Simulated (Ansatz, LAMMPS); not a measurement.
# Elastic response of glassy 76SiO2-9BaO-7SrO-4Li2O-4ZrO2 (mol %) (128 atoms)

Aim: relax glassy 76SiO2-9BaO-7SrO-4Li2O-4ZrO2 (mol %) (128 atoms), then change its volume and shape to read moduli from the stress.

Calculated with Ansatz 0.2.0; Kohn-Sham DFT, PBE, PAW (set soft_2), plane waves.

### 1. Set-up

The cell holds 128 atoms: 34 Si, 4 Ba, 3 Sr, 4 Li, 2 Zr and 81 O. Its edges and angles: a = 12.187 Å, b = 12.187 Å, c = 12.187 Å, α = 90.0°, β = 90.0°, γ = 90.0°. 128 atoms (34 Si, 4 Ba, 3 Sr, 4 Li, 2 Zr, 81 O) placed at random at 2.87 g/cm³, melted at 4000 K for 10 ps at fixed volume with the Morse and Coulomb pair potential with partial charges (Pedone, Malavasi, Menziani, Cormack and Segre, J. Phys. Chem. B 110, 11780 (2006)). Quenched from 4000 K to 300 K at 10 K/ps and fixed volume, held 10 ps at zero pressure, then minimised at fixed cell.

Limits known from the start: The quench rate of 10 K/ps is many orders above laboratory rates, so the cell is likely richer in defects and strain than a real sample. The starting topology of bonds comes from the classical model, and needn't be the one that DFT or experiment would give. Sampling is at Γ alone. Spin–orbit coupling is left out, which matters for the levels of the heavy elements.

### 2. Single point at the start

The forces at the start show how far the geometry lies from a minimum of this functional.

input.yaml reads:

```yaml
crystal:
  lattice:
    - [12.18657, 0.0, 0.0]
    - [0.0, 12.18657, 0.0]
    - [0.0, 0.0, 12.18657]
  atoms:
    - { symbol: Si, position: [0.98219, 0.11381, 0.48636] }
    - { symbol: Si, position: [0.71124, 0.78351, 0.80403] }
    - { symbol: Si, position: [0.05204, 0.89056, 0.15599] }
    - { symbol: Si, position: [0.47842, 0.53103, 0.80288] }
    - { symbol: Si, position: [0.93148, 0.90121, 0.78152] }
    - { symbol: Si, position: [0.50904, 0.49101, 0.56596] }
    - { symbol: Si, position: [0.22442, 0.33926, 0.20141] }
    - { symbol: Si, position: [0.96238, 0.15271, 0.741] }
    - { symbol: Si, position: [0.80312, 0.84828, 0.18117] }
    - { symbol: Si, position: [0.13705, 0.8373, 0.92218] }
    - { symbol: Si, position: [0.12406, 0.76618, 0.37728] }
    - { symbol: Si, position: [0.85779, 0.29348, 0.37239] }
    - { symbol: Si, position: [0.43113, 0.26687, 0.34807] }
    - { symbol: Si, position: [0.19139, 0.41466, 0.96889] }
    - { symbol: Si, position: [0.24327, 0.62364, 0.82552] }
    - { symbol: Si, position: [0.76453, 0.30131, 0.78767] }
    - { symbol: Si, position: [0.41724, 0.01728, 0.27394] }
    - { symbol: Si, position: [0.94316, 0.45903, 0.04645] }
    - { symbol: Si, position: [0.85071, 0.59356, 0.23786] }
    - { symbol: Si, position: [0.20258, 0.0972, 0.1511] }
    - { symbol: Si, position: [0.71494, 0.8564, 0.42043] }
    - { symbol: Si, position: [0.60984, 0.19812, 0.97778] }
    - { symbol: Si, position: [0.30509, 0.03427, 0.92368] }
    - { symbol: Si, position: [0.05001, 0.53026, 0.68066] }
    - { symbol: Si, position: [0.29268, 0.36582, 0.536] }
    - { symbol: Si, position: [0.80149, 0.25601, 0.12479] }
    - { symbol: Si, position: [0.64022, 0.04691, 0.57583] }
    - { symbol: Si, position: [0.94301, 0.86013, 0.52753] }
    - { symbol: Si, position: [0.1619, 0.30269, 0.74969] }
    - { symbol: Si, position: [0.67542, 0.29226, 0.54237] }
    - { symbol: Si, position: [0.52867, 0.67738, 0.39492] }
    - { symbol: Si, position: [0.83526, 0.55104, 0.83339] }
    [... 90 atom lines left out ...]
    - { symbol: O, position: [0.3385, 0.31596, 0.26437] }
    - { symbol: O, position: [0.87235, 0.35103, 0.07] }
    - { symbol: O, position: [0.71634, 0.88236, 0.09348] }
    - { symbol: O, position: [0.16934, 0.2192, 0.18654] }
    - { symbol: O, position: [0.74041, 0.03729, 0.65116] }
    - { symbol: O, position: [0.21849, 0.53156, 0.91818] }
kpoints:
  mp_grid: { grid: [1, 1, 1] }
hamiltonian:
  xc: pbe
scf:
  occupations: { method: fixed }
output:
  forces: true
```

Command:

```
$ ansatz run input.yaml --threads 4 --pin off --max-ram 8192MiB --backend cpu --events-out ev --progress --plain --runs-dir out
```

Numbers of over 12 decimals in the logs are rounded to 6 here.

Output:

```text
Engine: ansatz 0.2.0, x86_64-unknown-linux-gnu
Pseudopotentials: kind: paw
Pseudopotential: Si, paw, valence charge 4, recommended cutoff 420 eV (normal), Si.paw.azcp
Pseudopotential: Ba, paw, valence charge 10, recommended cutoff 420 eV (normal), Ba.paw.azcp
Pseudopotential: Sr, paw, valence charge 10, recommended cutoff 420 eV (normal), Sr.paw.azcp
Pseudopotential: Li, paw, valence charge 3, recommended cutoff 420 eV (normal), Li.paw.azcp
Pseudopotential: Zr, paw, valence charge 12, recommended cutoff 420 eV (normal), Zr.paw.azcp
Pseudopotential: O, paw, valence charge 6, recommended cutoff 420 eV (normal), O.paw.azcp
[... 5 lines on functional and potentials left out ...]
Crystal: 128 atoms, lattice volume = 1809.858 Å³
Basis set: ecut = 420 eV, 35513 PW (Γ), exchange–correlation on 180×180×180 points (8 copies of the dense FFT grid, shifted against one another)
Bands: 492, of which v1, the nominal top of the filled ones, is band 364 counted from 1 (363 counted from 0)
Symmetry: 1 space group operations
Space group: P1 (ITA 1), of the structure as read, at distance tolerance 1.2e-4 Å
k-points: 1
[... 13 lines on functional and potentials left out ...]
Initial density: superposition of atomic densities (neutral atoms: chi_scale 0, normalization atom), corrected by the library's trained network
Initial wavefunctions: pseudopotential atomic-orbital guess
Functional: x = pbe(κ = 0.804, μ = 0.219515), c = pbe(β = 0.066725)
SCF iter   1: F=—  HF=-111344.808556 eV  |F-HF|=—  |Δ(HF+E_count)|=         —  Δρ=2.44e-3  dr2=2.11e-1  ethr=1.77e-3  ⟨swp⟩=5.0  Hψ=1735  notcnv=0  defer=124
preconditioner: auto → Resta (q_TF=auto, 2.344 Å⁻¹)  ε∞=3.1  [insulator: Δε(μ)=2.842 eV  Ē_g=15.721 eV  n_scr=388 (ndim 8)  ℏωp=22.9 eV  f_vac=0.139  ε∞_Penn≈3.1]
SCF iter   2: F=—  HF=-111344.779561 eV  |F-HF|=—  |Δ(HF+E_count)|=   2.90e-2  Δρ=1.36e-3  dr2=4.85e-2  ethr=2.90e-5  ⟨swp⟩=3.0  Hψ=868  notcnv=0  defer=126
SCF iter   3: F=—  HF=-111344.774462 eV  |F-HF|=—  |Δ(HF+E_count)|=   5.10e-3  Δρ=6.10e-4  dr2=1.48e-2  ethr=6.66e-6  ⟨swp⟩=3.0  Hψ=646  notcnv=0  defer=112
automatic band count: iteration 3 solves 478 bands in place of 492: the levels show a gap, and the empty bands left out lie too high to hold charge; the band table lists the bands solved (type scf.n_extra_bands for more)
SCF iter   4: F=—  HF=-111344.772007 eV  |F-HF|=—  |Δ(HF+E_count)|=   2.45e-3  Δρ=2.37e-4  dr2=1.22e-3  ethr=2.03e-6  ⟨swp⟩=3.0  Hψ=648  notcnv=0  defer=112
SCF iter   5: F=—  HF=-111344.772092 eV  |F-HF|=—  |Δ(HF+E_count)|=   8.48e-5  Δρ=1.33e-4  dr2=2.73e-4  ethr=1.68e-7  ⟨swp⟩=2.0  Hψ=782  notcnv=0  defer=112
SCF iter   6: F=—  HF=-111344.772111 eV  |F-HF|=—  |Δ(HF+E_count)|=   1.89e-5  Δρ=3.88e-5  dr2=2.53e-5  ethr=3.74e-8  ⟨swp⟩=2.0  Hψ=712  notcnv=0  defer=109
SCF iter   7: F=—  HF=-111344.776271 eV  |F-HF|=—  |Δ(HF+E_count)|=   4.16e-3  Δρ=1.61e-5  dr2=4.15e-6  ethr=3.48e-9  ⟨swp⟩=2.0  Hψ=732  notcnv=0  defer=109
SCF iter   8: F=—  HF=-111344.776273 eV  |F-HF|=—  |Δ(HF+E_count)|=   2.13e-6  Δρ=7.48e-6  dr2=9.49e-7  ethr=5.70e-10  ⟨swp⟩=2.0  Hψ=683  notcnv=0  defer=109
SCF iter   9: F=-111344.776273 eV  HF=-111344.776273 eV  |F-HF|=5.44e-8  |Δ(HF+E_count)|=   4.13e-7  Δρ=1.87e-6  dr2=7.40e-8  ethr=1.37e-11  ⟨swp⟩=3.0  Hψ=1553  notcnv=0
SCF 1 converged in 9 iterations: F = -111344.776273 eV  dr2 = 7.40e-8
  greatest PAW one-centre occupation: 1.000 electrons in one spin orbital (limit 2), on the Li atom at site 42 (counted from 0), in its partial waves of l = 0
SCF converged after 9 iterations
Free energy (F): -111344.776273 eV
Harris-Foulkes:  -111344.776273 eV  (|F-HF|=5.44e-8)
Internal energy: -111344.776273 eV  (E = F + TS)
E sigma→0 (E₀):  -111344.776273 eV
Fermi energy:    5.789067 eV
--- Per-component energies (eV) ---
  E_band       = -3706.187635
  E_kinetic    = 18184.233088
  E_local      = -48591.190748  (includes V_loc(G=0)·N_el)
  E_nonlocal   = 5580.313428
  E_hartree    = 17729.644395
  E_xc         = -9495.159903
  E_vxc        = -10791.618350  (∫ρ·V_xc dr)
  E_paw        = -65300.040799  (= ΣΔE_a)
  E_vpaw       = -3547.405743  (= ΣTr[D̂ρ^β])
  E_aug_tail   = 0.208423  (compensation charges beyond the density's cutoff)
  E_ewald      = -29452.784156
  E_smearing   = -0.000000  (= −TS)
  E_closure    = -0.000000  (closes the sum)
  Σ components = -111344.776273   (vs F -111344.776273, Δ=0.00e0)
--- Forces (eV/Å), atoms counted from 1 ---
  atom   1  Si     0.32115871     0.06679965     1.46136432
  atom   2  Si     0.26425047    -0.50379212    -1.12709570
  atom   3  Si     0.61384117    -0.53299464    -0.06593317
  atom   4  Si    -0.72426100    -1.25073757    -0.69523122
  atom   5  Si     0.30366426     0.06295922    -1.10456031
  atom   6  Si    -0.47991502    -0.64037455     1.05044379
  atom   7  Si     0.38103123    -1.02740261     0.22777210
  atom   8  Si    -0.53989103     0.65749855    -2.17548078
  atom   9  Si     0.42345050    -1.99939955     1.71499683
  atom  10  Si    -0.09129580     0.78912297     0.29814162
  atom  11  Si    -0.45212363     0.91683455    -0.00076044
  atom  12  Si    -0.27688434    -1.41449633     0.61351004
  atom  13  Si    -0.79392623     0.21625172    -0.10883105
  atom  14  Si    -1.96679559     1.07327856    -0.72309313
[...]
atom 127  O      1.63106639    -0.23504612     1.07458270
  atom 128  O      0.26562984     0.49542957     1.08021049
  max |Σ_I F_I| component: 4.81e-5 eV/Å
```

Run time: 9.5 s. Hardware: 4 threads of AMD EPYC 9R45, shared host; peak memory 2.7 GiB; 35 s of CPU time.

In the SCF lines HF is the Harris–Foulkes energy and dr2 the Hartree energy of the density residual, in eV; the loop may stop once dr2 is under the threshold and the program's other checks hold. Hψ counts applications of the Hamiltonian.

The r.m.s. force at the start is 0.95 eV/Å.

### 3. Cell and atoms relaxed

Cell and atoms are freed together, to release stress as well as forces.

input.yaml reads:

```yaml
crystal:
  lattice:
    - [12.18657, 0.0, 0.0]
    - [0.0, 12.18657, 0.0]
    - [0.0, 0.0, 12.18657]
  atoms:
    [... the 128 atom lines of step 2 ...]
kpoints:
  mp_grid: { grid: [1, 1, 1] }
hamiltonian:
  xc: pbe
scf:
  occupations: { method: fixed }
output:
  forces: true
relax:
  f_tol: 0.05
  max_steps: 150
  cell: {}
```

Output:

```text
[...]
Crystal: 128 atoms, lattice volume = 1809.858 Å³
Basis set: ecut = 420 eV, 35513 PW (Γ), exchange–correlation on 180×180×180 points (8 copies of the dense FFT grid, shifted against one another)
Bands: 492, of which v1, the nominal top of the filled ones, is band 364 counted from 1 (363 counted from 0)
Symmetry: 1 space group operations
[...]
k-points: 1
[...]
SCF iter   1: F=—  HF=-111344.808555 eV  |F-HF|=—  |Δ(HF+E_count)|=         —  Δρ=2.44e-3  dr2=2.11e-1  ethr=1.77e-3  ⟨swp⟩=5.0  Hψ=1735  notcnv=0  defer=124
[...]
SCF iter   9: F=-111344.776273 eV  HF=-111344.776273 eV  |F-HF|=5.45e-8  |Δ(HF+E_count)|=   4.13e-7  Δρ=1.87e-6  dr2=7.40e-8  ethr=1.37e-11  ⟨swp⟩=3.0  Hψ=1553  notcnv=0
SCF 1 converged in 9 iterations: F = -111344.776273 eV  dr2 = 7.40e-8
[...]
relax step   1: F+E_penalty+E_count = -111344.77627312 eV  Δ(F+E_penalty+E_count) = +0.000e0 eV  max|allowed force component| = 3.229e0 eV/Å  Δτ_max = 0.0000 Å  P = +5.466 GPa  Ω = 1809.858 Å³  (9 SCF iters, dr2 threshold 1.00e-7 eV, accepted)
[... from here on, the SCF cycles and remarks between the steps are left out ...]
relax step   2: F+E_penalty+E_count = -111348.44488097 eV  Δ(F+E_penalty+E_count) = -3.669e0 eV  max|allowed force component| = 1.936e0 eV/Å  Δτ_max = 0.1943 Å  P = +3.324 GPa  Ω = 1818.002 Å³  energy of the carried Pulay correction = -2.521e-2 eV  (8 SCF iters, dr2 threshold 1.28e-5 eV, accepted)
relax step   3: F+E_penalty+E_count = -111350.50369284 eV  Δ(F+E_penalty+E_count) = -2.059e0 eV  max|allowed force component| = 9.792e-1 eV/Å  Δτ_max = 0.1949 Å  P = +0.163 GPa  Ω = 1836.269 Å³  energy of the carried Pulay correction = -8.133e-2 eV  (8 SCF iters, dr2 threshold 1.28e-5 eV, accepted)
relax step   4: F+E_penalty+E_count = -111351.06937582 eV  Δ(F+E_penalty+E_count) = -5.657e-1 eV  max|allowed force component| = 6.837e-1 eV/Å  Δτ_max = 0.2000 Å  P = -0.268 GPa  Ω = 1839.981 Å³  energy of the carried Pulay correction = -9.266e-2 eV  (7 SCF iters, dr2 threshold 1.28e-5 eV, accepted)
relax step   5: F+E_penalty+E_count = -111351.43083097 eV  Δ(F+E_penalty+E_count) = -3.615e-1 eV  max|allowed force component| = 5.161e-1 eV/Å  Δτ_max = 0.1749 Å  P = -0.367 GPa  Ω = 1836.311 Å³  energy of the carried Pulay correction = -8.146e-2 eV  (7 SCF iters, dr2 threshold 1.28e-5 eV, accepted)
relax step   6: F+E_penalty+E_count = -111351.60252290 eV  Δ(F+E_penalty+E_count) = -1.717e-1 eV  max|allowed force component| = 1.316e0 eV/Å  Δτ_max = 0.2000 Å  P = +0.293 GPa  Ω = 1824.404 Å³  energy of the carried Pulay correction = -4.494e-2 eV  (8 SCF iters, dr2 threshold 1.28e-5 eV, accepted)
relax step   7: F+E_penalty+E_count = -111351.79269567 eV  Δ(F+E_penalty+E_count) = -1.902e-1 eV  max|allowed force component| = 3.912e-1 eV/Å  Δτ_max = 0.1488 Å  P = +0.117 GPa  Ω = 1828.207 Å³  energy of the carried Pulay correction = -5.663e-2 eV  (7 SCF iters, dr2 threshold 1.28e-5 eV, accepted)
relax step   8: F+E_penalty+E_count = -111351.84159669 eV  Δ(F+E_penalty+E_count) = -4.890e-2 eV  max|allowed force component| = 2.160e-1 eV/Å  Δτ_max = 0.0584 Å  P = -0.025 GPa  Ω = 1830.858 Å³  energy of the carried Pulay correction = -6.476e-2 eV  (6 SCF iters, dr2 threshold 9.57e-6 eV, accepted)
relax step   9: F+E_penalty+E_count = -111351.90500896 eV  Δ(F+E_penalty+E_count) = -6.341e-2 eV  max|allowed force component| = 2.465e-1 eV/Å  Δτ_max = 0.1287 Å  P = -0.159 GPa  Ω = 1832.819 Å³  energy of the carried Pulay correction = -7.077e-2 eV  (8 SCF iters, dr2 threshold 2.92e-6 eV, accepted)
relax step  10: F+E_penalty+E_count = -111351.98116359 eV  Δ(F+E_penalty+E_count) = -7.615e-2 eV  max|allowed force component| = 4.564e-1 eV/Å  Δτ_max = 0.1956 Å  P = -0.149 GPa  Ω = 1833.830 Å³  energy of the carried Pulay correction = -7.387e-2 eV  (8 SCF iters, dr2 threshold 3.80e-6 eV, accepted)
relax step  11: F+E_penalty+E_count = -111352.06861147 eV  Δ(F+E_penalty+E_count) = -8.745e-2 eV  max|allowed force component| = 2.638e-1 eV/Å  Δτ_max = 0.1948 Å  P = -0.030 GPa  Ω = 1834.273 Å³  energy of the carried Pulay correction = -7.522e-2 eV  (7 SCF iters, dr2 threshold 1.28e-5 eV, accepted)
relax step  12: F+E_penalty+E_count = -111352.14016296 eV  Δ(F+E_penalty+E_count) = -7.155e-2 eV  max|allowed force component| = 3.024e-1 eV/Å  Δτ_max = 0.1950 Å  P = -0.031 GPa  Ω = 1836.703 Å³  energy of the carried Pulay correction = -8.265e-2 eV  (7 SCF iters, dr2 threshold 4.35e-6 eV, accepted)
relax step  13: F+E_penalty+E_count = -111352.18520019 eV  Δ(F+E_penalty+E_count) = -4.504e-2 eV  max|allowed force component| = 2.910e-1 eV/Å  Δτ_max = 0.1990 Å  P = +0.027 GPa  Ω = 1838.825 Å³  energy of the carried Pulay correction = -8.914e-2 eV  (7 SCF iters, dr2 threshold 5.72e-6 eV, accepted)
[...]
relax step  21: F+E_penalty+E_count = -111352.33645147 eV  Δ(F+E_penalty+E_count) = -1.637e-2 eV  max|allowed force component| = 1.135e-1 eV/Å  Δτ_max = 0.0587 Å  P = -0.061 GPa  Ω = 1841.793 Å³  energy of the carried Pulay correction = -9.819e-2 eV  (7 SCF iters, dr2 threshold 1.46e-6 eV, accepted)
relax step  22: F+E_penalty+E_count = -111352.35155430 eV  Δ(F+E_penalty+E_count) = -1.510e-2 eV  max|allowed force component| = 1.011e-1 eV/Å  Δτ_max = 0.0678 Å  P = -0.027 GPa  Ω = 1841.334 Å³  energy of the carried Pulay correction = -9.679e-2 eV  (7 SCF iters, dr2 threshold 8.05e-7 eV, accepted)
relax step  23: F+E_penalty+E_count = -111352.36183213 eV  Δ(F+E_penalty+E_count) = -1.028e-2 eV  max|allowed force component| = 7.928e-2 eV/Å  Δτ_max = 0.0619 Å  P = -0.018 GPa  Ω = 1841.676 Å³  energy of the carried Pulay correction = -9.783e-2 eV  (7 SCF iters, dr2 threshold 6.38e-7 eV, accepted)
relax step  24: F+E_penalty+E_count = -111352.37165543 eV  Δ(F+E_penalty+E_count) = -9.823e-3 eV  max|allowed force component| = 6.956e-2 eV/Å  Δτ_max = 0.0483 Å  P = +0.023 GPa  Ω = 1841.508 Å³  energy of the carried Pulay correction = -9.732e-2 eV  (7 SCF iters, dr2 threshold 3.93e-7 eV, accepted)
relax step  25: F+E_penalty+E_count = -111352.37954786 eV  Δ(F+E_penalty+E_count) = -7.892e-3 eV  max|allowed force component| = 8.809e-2 eV/Å  Δτ_max = 0.0669 Å  P = +0.019 GPa  Ω = 1841.863 Å³  energy of the carried Pulay correction = -9.840e-2 eV  (8 SCF iters, dr2 threshold 3.02e-7 eV, accepted)
[...]
relax step  36: F+E_penalty+E_count = -111352.43833545 eV  Δ(F+E_penalty+E_count) = -4.998e-3 eV  max|allowed force component| = 9.212e-2 eV/Å  Δτ_max = 0.0384 Å  P = +0.021 GPa  Ω = 1846.481 Å³  energy of the carried Pulay correction = -1.125e-1 eV  (7 SCF iters, dr2 threshold 4.07e-7 eV, accepted)
relax step  37: F+E_penalty+E_count = -111352.43904180 eV  Δ(F+E_penalty+E_count) = -7.064e-4 eV  max|allowed force component| = 1.090e-1 eV/Å  Δτ_max = 0.0755 Å  P = -0.051 GPa  Ω = 1846.924 Å³  energy of the carried Pulay correction = -1.138e-1 eV  (7 SCF iters, dr2 threshold 5.30e-7 eV, accepted)
relax step  38: F+E_penalty+E_count = -111352.44582355 eV  Δ(F+E_penalty+E_count) = -6.782e-3 eV  max|allowed force component| = 6.834e-2 eV/Å  Δτ_max = 0.0504 Å  P = +0.018 GPa  Ω = 1846.527 Å³  energy of the carried Pulay correction = -1.126e-1 eV  (7 SCF iters, dr2 threshold 7.43e-7 eV, accepted)
relax step  39: F+E_penalty+E_count = -111352.44924081 eV  Δ(F+E_penalty+E_count) = -3.417e-3 eV  max|allowed force component| = 6.114e-2 eV/Å  Δτ_max = 0.0258 Å  P = -0.001 GPa  Ω = 1846.349 Å³  energy of the carried Pulay correction = -1.121e-1 eV  (7 SCF iters, dr2 threshold 2.92e-7 eV, accepted)
relax step  40: F+E_penalty+E_count = -111352.45215734 eV  Δ(F+E_penalty+E_count) = -2.917e-3 eV  max|allowed force component| = 4.140e-2 eV/Å  Δτ_max = 0.0154 Å  P = -0.003 GPa  Ω = 1846.343 Å³  energy of the carried Pulay correction = -1.120e-1 eV  (7 SCF iters, dr2 threshold 2.34e-7 eV, accepted)
relax step  41: F+E_penalty+E_count = -111352.67261702 eV  Δ(F+E_penalty+E_count) = -2.205e-1 eV  max|allowed force component| = 4.238e-2 eV/Å  Δτ_max = 0.0000 Å  P = +0.203 GPa  Ω = 1846.343 Å³  stress off target by 4.92e-1 GPa  SCF on the basis re-selected at this cell (its energy is not comparable with the rows above)  (8 SCF iters)
relax step  42: F+E_penalty+E_count = -111352.66945195 eV  Δ(F+E_penalty+E_count) = +3.165e-3 eV  max|allowed force component| = 5.532e-2 eV/Å  Δτ_max = 0.0338 Å  P = +0.023 GPa  Ω = 1850.686 Å³  energy of the carried Pulay correction = -1.404e-2 eV  (7 SCF iters, dr2 threshold 6.05e-7 eV, accepted)
relax step  43: F+E_penalty+E_count = -111352.67198419 eV  Δ(F+E_penalty+E_count) = -2.532e-3 eV  max|allowed force component| = 3.992e-2 eV/Å  Δτ_max = 0.0461 Å  P = -0.044 GPa  Ω = 1851.858 Å³  energy of the carried Pulay correction = -1.786e-2 eV  (8 SCF iters, dr2 threshold 1.91e-7 eV, accepted)
relax step  44: F+E_penalty+E_count = -111352.67377378 eV  Δ(F+E_penalty+E_count) = -1.790e-3 eV  max|allowed force component| = 2.842e-2 eV/Å  Δτ_max = 0.0072 Å  P = -0.024 GPa  Ω = 1851.871 Å³  energy of the carried Pulay correction = -1.793e-2 eV  (8 SCF iters, dr2 threshold 9.09e-9 eV, accepted)
relax step  45: F+E_penalty+E_count = -111352.69261794 eV  Δ(F+E_penalty+E_count) = -1.884e-2 eV  max|allowed force component| = 2.830e-2 eV/Å  Δτ_max = 0.0000 Å  P = -0.020 GPa  Ω = 1851.871 Å³  stress off target by 3.25e-2 GPa  SCF on the basis re-selected at this cell (its energy is not comparable with the rows above)  (5 SCF iters)
[...]
SCF converged after 5 iterations
Free energy (F): -111352.692618 eV
[...]
Internal energy: -111352.692618 eV  (E = F + TS)
E sigma→0 (E₀):  -111352.692618 eV
Fermi energy:    4.187348 eV
[...]
Σ components = -111352.692618   (vs F -111352.692618, Δ=0.00e0)
--- Forces (eV/Å), atoms counted from 1 ---
  atom   1  Si    -0.01271054    -0.00176273    -0.00505856
  atom   2  Si     0.00309819     0.00654896    -0.01618205
  atom   3  Si    -0.01012946    -0.01034728    -0.00802420
  atom   4  Si    -0.00595927     0.00925792    -0.00961974
[...]
atom 128  O      0.00838218     0.00676851    -0.00061017
  max |Σ_I F_I| component: 2.28e-5 eV/Å
--- Stress (GPa, compression-positive) ---
       -0.027114       0.007475       0.006587
        0.007475      -0.017512       0.002272
        0.006587       0.002271      -0.013902
  P = ⅓ Tr σ = -0.0195 GPa (-0.195 kbar)
--- Relaxed structure (43 steps of the walk, 43 accepted, 2 SCFs on fresh bases) ---
  F+E_penalty+E_count = -111352.69261794 eV   max|allowed force component| = 2.830e-2 eV/Å   (the final SCF, on the basis selected at the relaxed cell)
  cell:  # Å, volume = 1851.8706 Å³
    - [12.338184, 0.225266, 0.394058]
    - [0.225266, 12.289018, -0.076126]
    - [0.394058, -0.076126, 12.230797]
  atoms:
    - { symbol: Si, position: [0.979305, 0.119951, 0.482151] }
    - { symbol: Si, position: [0.738494, 0.770172, 0.815195] }
    - { symbol: Si, position: [0.057556, 0.898769, 0.156535] }
    - { symbol: Si, position: [0.450870, 0.524923, 0.790095] }
[...]
- { symbol: O, position: [0.185797, 0.531184, 0.939349] }
```

It took 6.4 min on 4 threads; peak memory 2.7 GiB.

The relaxation converged after 43 steps, with a largest force component of 0.028 eV/Å.

(Part 1 of 3 ends here.)

[Logs are printed without paths, hosts, clocks, repeated set-up lines and the standing remarks that a program may print on its own settings, such as how far it seeks lower states.]

[Hosts, paths, dates, database ids (printed as entryN), source tags and the programs' standing remarks are cut or masked in the printed files.]
